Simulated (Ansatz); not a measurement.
**Where H_i (bond centre, by Br) puts its levels in the gap of CsLiBr2 (P4/nmm)**

Charge states of H_i (bond centre, by Br) in CsLiBr2 (P4/nmm), set against the band edges. Model: a cell of 64 host atoms with 1 H put in.

Program: Ansatz 0.2.0. Level of theory: place-levels on PBEsol runs: charge-transition levels and formation energies with image-charge correction and potential alignment at the atomic sites. Results are calculated unless marked as measured.

This is a report of a sequence of runs, with most program output left out.

### 1. Set-up

The cell holds 65 atoms: 16 Cs, 16 Li, 32 Br and 1 H. Its edges and angles: a = 14.446 Å, b = 14.446 Å, c = 9.811 Å, α = 90.0°, β = 90.0°, γ = 90.0°. It derives from CsLiBr2 (space group P4/nmm). Nearest the centre at fractional (0.375, 0.375, 0.792): H65 at 0.00 Å, Li8 at 1.22 Å, Br10 at 1.25 Å, Br61 at 3.27 Å, Br47 at 3.27 Å, Br14 at 3.27 Å, Br32 at 3.27 Å, Cs20 at 3.72 Å.

As a file:

```xyz
65
Lattice="10.2149 10.2149 0.0000 -10.2149 10.2149 0.0000 0.0000 0.0000 9.8111" Properties=species:S:1:pos:R:3 pbc="T T T"
Cs    0.0000    2.5537    2.9386
Cs    0.0000    7.6612    2.9386
Cs   -2.5537    5.1074    6.8725
Cs    2.5537    5.1074    6.8725
Li   -2.5537    5.1074    0.8230
Li    2.5537    5.1074    0.8230
Li    0.0000    2.5537    8.9881
Li    0.0000    7.6612    8.9881
Br    0.0000    2.5537    6.5129
Br    0.0000    7.6612    6.5129
Br   -2.5537    5.1074    3.2981
Br    2.5537    5.1074    3.2981
Br    0.0000    0.0000    0.0000
Br    0.0000    5.1074    0.0000
Br   -2.5537    2.5537    0.0000
Br    2.5537    2.5537    0.0000
Cs   -5.1074    7.6612    2.9386
Cs   -5.1074   12.7686    2.9386
Cs   -7.6612   10.2149    6.8725
Cs   -2.5537   10.2149    6.8725
Li   -7.6612   10.2149    0.8230
Li   -2.5537   10.2149    0.8230
Li   -5.1074    7.6612    8.9881
Li   -5.1074   12.7686    8.9881
Br   -5.1074    7.6612    6.5129
Br   -5.1074   12.7686    6.5129
Br   -7.6612   10.2149    3.2981
Br   -2.5537   10.2149    3.2981
Br   -5.1074    5.1074    0.0000
Br   -5.1074   10.2149    0.0000
Br   -7.6612    7.6612    0.0000
Br   -2.5537    7.6612    0.0000
Cs    5.1074    7.6612    2.9386
Cs    5.1074   12.7686    2.9386
Cs    2.5537   10.2149    6.8725
Cs    7.6612   10.2149    6.8725
Li    2.5537   10.2149    0.8230
Li    7.6612   10.2149    0.8230
Li    5.1074    7.6612    8.9881
Li    5.1074   12.7686    8.9881
Br    5.1074    7.6612    6.5129
Br    5.1074   12.7686    6.5129
Br    2.5537   10.2149    3.2981
Br    7.6612   10.2149    3.2981
Br    5.1074    5.1074    0.0000
Br    5.1074   10.2149    0.0000
Br    2.5537    7.6612    0.0000
Br    7.6612    7.6612    0.0000
Cs    0.0000   12.7686    2.9386
Cs    0.0000   17.8760    2.9386
Cs   -2.5537   15.3223    6.8725
Cs    2.5537   15.3223    6.8725
Li   -2.5537   15.3223    0.8230
Li    2.5537   15.3223    0.8230
Li    0.0000   12.7686    8.9881
Li    0.0000   17.8760    8.9881
Br    0.0000   12.7686    6.5129
Br    0.0000   17.8760    6.5129
Br   -2.5537   15.3223    3.2981
Br    2.5537   15.3223    3.2981
Br    0.0000   10.2149    0.0000
Br    0.0000   15.3223    0.0000
Br   -2.5537   12.7686    0.0000
Br    2.5537   12.7686    0.0000
H     0.0000    7.6612    7.7676
```

Known beforehand: the electronic dielectric constant, (3.04, 3.04, 2.93), and the static one, (8.22, 8.22, 6.42), from a response run on this crystal (DFPT, PBEsol) at that run's own cell.

The cell's shortest repeat is 9.8 Å.

### 2. What was run first

Levels follow from differences of total energies between charge states, each relaxed by itself.

Random displacements of about 0.05 Å break the site symmetry at the start, so that the relaxation can reach a distorted minimum if there is one. Forces are taken at one point at (¼, ¼, ¼). The cell holds 1 electron more than the neutral one, with a uniform background that keeps it neutral on the whole.

The sampling was tested on the host first: at the k-points planned (1x1x1 shifted 0.25 0.25 0.25) its energy lies 0.000 eV an atom from the dense-mesh value, under the bound of 0.02 eV set for this test; that bounds the host's error, not the defect's.

One state's input; the others differ in charge, spin, start and seed, and in occupations where the table says so.

Input file qm1.relax/input.yaml:

```yaml
crystal:
  lattice:
    - [5.10743538, 5.10743538, 0.0]
    - [-5.10743538, 5.10743538, 0.0]
    - [0.0, 0.0, 9.81108215]
  atoms:
    - { symbol: Cs, position: [0.25, 0.25, 0.29951371] }
    - { symbol: Cs, position: [0.75, 0.75, 0.29951371] }
    - { symbol: Cs, position: [0.25, 0.75, 0.70048629] }
    - { symbol: Cs, position: [0.75, 0.25, 0.70048629] }
    - { symbol: Li, position: [0.25, 0.75, 0.08388538] }
    - { symbol: Li, position: [0.75, 0.25, 0.08388538] }
    - { symbol: Li, position: [0.25, 0.25, 0.91611462] }
    - { symbol: Li, position: [0.75, 0.75, 0.91611462] }
    - { symbol: Br, position: [0.25, 0.25, 0.66383431] }
    - { symbol: Br, position: [0.75, 0.75, 0.66383431] }
    - { symbol: Br, position: [0.25, 0.75, 0.33616569] }
    - { symbol: Br, position: [0.75, 0.25, 0.33616569] }
    - { symbol: Br, position: [0.0, 0.0, 0.0] }
    - { symbol: Br, position: [0.5, 0.5, 0.0] }
    - { symbol: Br, position: [0.0, 0.5, 0.0] }
    - { symbol: Br, position: [0.5, 0.0, 0.0] }
  supercell: [2, 2, 1]
  defects: [{ interstitial: { symbol: H, position: [0.375, 0.375, 0.791718] } }]
total_charge: -1
basis:
  ecutwfc: 420
  xc_grid: 2
hamiltonian:
  xc: pbesol
kpoints:
  mp_grid: { grid: [1, 1, 1], shift: [0.25, 0.25, 0.25] }
scf:
  occupations: { method: fixed }
  max_iter: 60
output:
  forces: true
  charged_corrections: { epsilon: [3.04, 3.04, 2.93], static_epsilon: [8.22, 8.22, 6.42] }
relax:
  f_tol: 0.02
  max_steps: 80
  random_displacement: { amplitude: 0.05, seed: 1646 }
checkpoint:
  write: "../qm1.relax.run"
  compress: false
  write_wavefunctions: true
  write_every: 100000
```

Started as:

```console
$ ansatz run input.yaml --threads 4 --pin off --max-ram 14131MiB --backend cpu --events-out ev --progress --plain --runs-dir out
```

The relaxed structure is kept and the sampling changed to a 2×2×2 shifted mesh.

The run of this state that the levels use, under PBEsol:

Input file qm1.point/input.yaml:

```yaml
crystal:
  checkpoint: "../qm1.relax.run"
  host: checkpoint
total_charge: -1
basis:
  ecutwfc: 420
  xc_grid: 2
hamiltonian:
  xc: pbesol
kpoints:
  mp_grid: { grid: [2, 2, 2], shift: [0.5, 0.5, 0.5] }
scf:
  occupations: { method: fermi_dirac, width: 0.01 }
  max_iter: 60
output:
  forces: true
  eigenvalues: true
  charged_corrections:
    epsilon: [3.04, 3.04, 2.93]
    static_epsilon: [8.22, 8.22, 6.42]
    defect_position: [0.375, 0.375, 0.791718]
  eigenstates: { localisation: true }
  populations: true
  band_densities: [{ bands: [v1, v1] }, { bands: [c1, c1] }]
  write_density: true
  write_potential: true
  volumetric_format: npy
checkpoint:
  read: "../qm1.relax.run"
  write: "../qm1.point.run"
  compress: false
  write_wavefunctions: false
  write_every: 100000
```

Relaxations under PBEsol at one point at (¼, ¼, ¼); times on 4 threads of Intel Xeon Platinum 8375C at 2.90GHz (Ice Lake), shared host:

| charge | moment (μB) | occupations | outcome | steps | largest displacement against the far atoms (Å) | time |
| --- | --- | --- | --- | --- | --- | --- |
| −1 | 0 | fixed | converged | 27 | 2.56 | 5 min |
| 0 | 1 | fixed | converged | 20 | 1.70 | 8.1 min |
| +1 | 0 | fixed | converged | 16 | 1.47 | 3 min |

Single points under PBEsol at a 2×2×2 shifted mesh; times on 4 threads of Intel Xeon Platinum 8375C at 2.90GHz (Ice Lake), shared host:

| charge | moment (μB) | occupations | outcome | time |
| --- | --- | --- | --- | --- |
| −1 | 0 | fermi-dirac | converged | 1.7 min |
| 0 | 1 | fermi-dirac | converged | 3.4 min |
| +1 | 0 | fermi-dirac | converged | 99 s |

Distances (Å) from H65 to the nearest atoms after relaxation with PBEsol:

| charge | moment (μB) | 1. | 2. | 3. | 4. | 5. | 6. |
| --- | --- | --- | --- | --- | --- | --- | --- |
| −1 | 0 | Li 1.78 | Li 1.78 | Cs 2.83 | Cs 2.83 | Br 2.93 | Br 3.14 |
| 0 | 1 | Li 2.03 | Br 2.28 | Br 2.59 | Cs 2.89 | Cs 2.89 | Br 3.56 |
| +1 | 0 | Br 1.67 | Br 1.77 | Li 2.24 | Cs 3.25 | Cs 3.26 | Br 3.45 |

### 3. Placing the levels, PBEsol

A charged cell interacts with its images and the background, and its potential has another zero than the host's. place-levels removes the first by a point-charge model, screened by the static dielectric constant since the ions have relaxed around the charge, and the second by comparing potentials at atoms far from the defect.

The host is a run of the defect-free crystal in the same cutoffs, grids and k-points, so that basis and sampling errors cancel in part in the differences. Its band edges come from a run of the primitive cell that searches the zone for them. The host is run in a cell of 16 atoms on a matching mesh. Chemical potentials are energies per atom of H (H2 molecule), run with the same functional and cutoff.

Input file levels.point.yaml:

```yaml
host:
  run: host.point.run
  levels_from: { run: edges.point.run }
states: [qm1.point.run, q0_M1.point.run, qp1.point.run]
geometry_from:
  qm1.point.run: qm1.relax.run
  q0_M1.point.run: q0_M1.relax.run
  qp1.point.run: qp1.relax.run
  host.point.run: host.relax.run
chemical_potentials:
  H:
    energy: -15.609288
    dataset: "<sha256 of the dataset>"
epsilon: [3.04, 3.04, 2.93]
static_epsilon: [8.22, 8.22, 6.42]
vertical:
  - { from: qm1.point.run, to: qm1.point_neutral.run }
  - { from: qp1.point.run, to: qp1.point_neutral.run }
```

Started as:

```console
$ ansatz place-levels levels.point.yaml -- --threads 4 --pin off --max-ram 14131MiB
```

It took 0.31 s on 4 threads of Intel Xeon Platinum 8375C at 2.90GHz (Ice Lake), shared host.

Levels between the charges placed, in eV above the valence top:

|  | gap (eV) | (+1/0) | (0/−1) |
| --- | --- | --- | --- |
| PBEsol | 4.22 | 2.60 | 1.83 |

Corrections by state:

| charge | moment (μB) | image terms and alignment (eV) | band filling (eV) | ε used | over the lowest of its charge, as the program ranks them, band filling apart (eV) |
| --- | --- | --- | --- | --- | --- |
| +1 | 0.0 | 0.227 | - | principal values (6.42, 8.22, 8.22) | 0.000 |
| 0 | 1.0 | 0.000 | - | - | 0.000 |
| −1 | 0.0 | 0.182 | - | principal values (6.42, 8.22, 8.22) | 0.000 |

The charged structures listed were also run neutral, and place-levels reads from each pair, by the potential or the spins, how wide the charge is by which they differ; that can be the carrier of either run.

| charge | rms radius (Å) | spread where it is widest against the cell (Å) | wide from (Å) | reading |
| --- | --- | --- | --- | --- |
| +1 | 3.6 | 1.80 | 1.70 | wide |
| −1 | 3.2 | 1.74 | 1.70 | wide |

The neutral runs of these pairs need not share the spin of the lowest neutral state, and very wide values only mean spread over the cell.

From the program's caveats on the states, each cut to its opening words:

- charge +1: it parts from the run at its places by a charge that spreads by about 1.8 Å along one vector (1.7 Å or more is wide), by the spins about the atoms, where the [...]
- charge 0 (1 μB): flagged: stability check not made
- charge −1: it parts from the run at its places by a charge that spreads by about 1.7 Å along one vector (1.7 Å or more is wide), by the spins about the atoms, where the [...]

Chemical potentials of the elements' reference phases, run alike. Formation energies (elemental references), with the Fermi level at the valence top and at the conduction bottom (gap 4.22 eV):

| charge | at valence top (eV) | at conduction bottom (eV) | correction included (eV) |
| --- | --- | --- | --- |
| +1 | -0.33 | 3.89 | 0.23 |
| 0 | 2.27 | 2.27 | 0.00 |
| −1 | 4.10 | -0.12 | 0.18 |

| Fermi level (eV) | lowest formation energy (eV) |
| --- | --- |
| 0.00 | -0.33 |
| 0.38 | 0.06 |
| 0.77 | 0.44 |
| 1.15 | 0.82 |
| 1.53 | 1.21 |
| 1.92 | 1.59 |
| 2.30 | 1.80 |
| 2.69 | 1.42 |
| 3.07 | 1.03 |
| 3.45 | 0.65 |
| 3.84 | 0.27 |
| 4.22 | -0.12 |

### 4. Effect of the sampling

The relaxations' own energies give the levels at their sampling, for comparison.

Input file levels.relax_mesh.yaml:

```yaml
host:
  run: host.relax.run
  levels_from: { run: edges.relax.run }
states: [qm1.relax.run, q0_M1.relax.run, qp1.relax.run]
chemical_potentials:
  H:
    energy: -15.609288
    dataset: "<sha256 of the dataset>"
```

Started as:

```console
$ ansatz place-levels levels.relax_mesh.yaml -- --threads 4 --pin off --max-ram 14131MiB
```

It took 0.11 s on 4 threads.

Levels between neighbouring charges, in eV above the valence top:

|  | gap (eV) | (+1/0) | (0/−1) |
| --- | --- | --- | --- |
| one point at (¼, ¼, ¼) | 4.22 | 2.60 | 1.83 |
| a 2×2×2 shifted mesh | 4.22 | 2.60 | 1.83 |

Going from one point at (¼, ¼, ¼) to a 2×2×2 shifted mesh moves the levels that carry no band-filling term by up to 0.00 eV and formation energies against the elements by up to 0.00 eV.

### 5. What a wrong or other choice does

The levels are placed again with one choice changed, to see how much they rest on it.

levels.try0.yaml is levels.point.yaml with these lines changed:

```diff
-epsilon: [3.04, 3.04, 2.93]
-static_epsilon: [8.22, 8.22, 6.42]
+epsilon: 3.99
+static_epsilon: 10.07
```

Started as:

```console
$ ansatz place-levels levels.try0.yaml -- --threads 4 --pin off --max-ram 14131MiB
```

The change: single dielectric constants in place of the tensors, a third over their means.

Levels in eV above the valence top; the changed ones are not the defect's:

|  | gap (eV) | (+1/0) | (0/−1) |
| --- | --- | --- | --- |
| changed | 4.22 | 2.64 | 1.80 |
| as set up | 4.22 | 2.60 | 1.83 |

The largest shift is 0.04 eV.

### 6. What a wrong or other choice does

levels.try1.yaml is levels.point.yaml with these lines changed:

```diff
-static_epsilon: [8.22, 8.22, 6.42]
+static_epsilon: [3.04, 3.04, 2.93]
```

Started as:

```console
$ ansatz place-levels levels.try1.yaml -- --threads 4 --pin off --max-ram 14131MiB
```

The change: the electronic dielectric constant for relaxed ions.

Levels in eV above the valence top; the changed ones are not the defect's:

|  | gap (eV) | (+1/0) | (0/−1) |
| --- | --- | --- | --- |
| changed | 4.22 | 2.39 | 2.04 |
| as set up | 4.22 | 2.60 | 1.83 |

The largest shift is 0.21 eV.

### 7. Outcome

| Item | Value |
| --- | --- |
| gap of the host | 4.22 eV (PBEsol) |
| level (plus 1/0) | 2.60 eV above the valence top, not a change between lowest states |
| level (0/minus 1) | 1.83 eV above the valence top, not a change between lowest states |
| level (plus 1/minus 1) | 2.22 eV above the valence top |
| lowest of the charges placed, just above the valence top (0.02 eV) | +1 |
| lowest of the charges placed, just below the conduction bottom (0.02 eV) | −1 |
| lowest formation energy at mid-gap of the charges run, elemental references | 1.78 eV |

Of the charges placed (−1, 0 and +1), the lowest changes at 2.22 eV (+1/−1) above the valence top, in a gap of 4.22 eV. (+1/−1) passes over charge 0, which lies 0.38 eV above the two there; a lower structure or spin state of it, if missed, would change that. Charges above +1 and below −1 were not placed, so these runs say nothing of levels that involve them. States placed: +1 at 0 μB; 0 at 1 μB; −1 at 0 μB. Other spin states or structures, where not listed, weren't placed. At charge −1, 0 and +1 the atom put in ends up to 2.5 Å from its starting place, so the name tells the start alone and the levels can join different sites. H is taken at its element; compounds, which aren't counted here, bound the chemical potentials and would shift these formation energies. Going from one point at (¼, ¼, ¼) to a 2×2×2 shifted mesh moves the levels that carry no band-filling term by up to 0.00 eV and formation energies against the elements by up to 0.00 eV. Limits: PBEsol makes the gap too small and tends to spread out bound carriers; spin–orbit coupling, which can matter with heavy atoms, is left out.

[Logs are printed without paths, hosts, clocks, repeated set-up lines and the standing remarks that a program may print on its own settings, such as how far it seeks lower states.]

[Hosts, paths, dates, database ids (printed as entryN), source tags and the programs' standing remarks are cut or masked in the printed files.]

[Where a table of states has a column of steps, it counts the stored structures, which are thinned; the runs took as many ionic steps or more.]

[A defect's name tells the site on which it was built; relaxed atoms can leave that site.]

[For some hosts the program warned that the k-mesh of the response run may be too coarse for force constants and the static dielectric constant; such warnings are not shown here.]
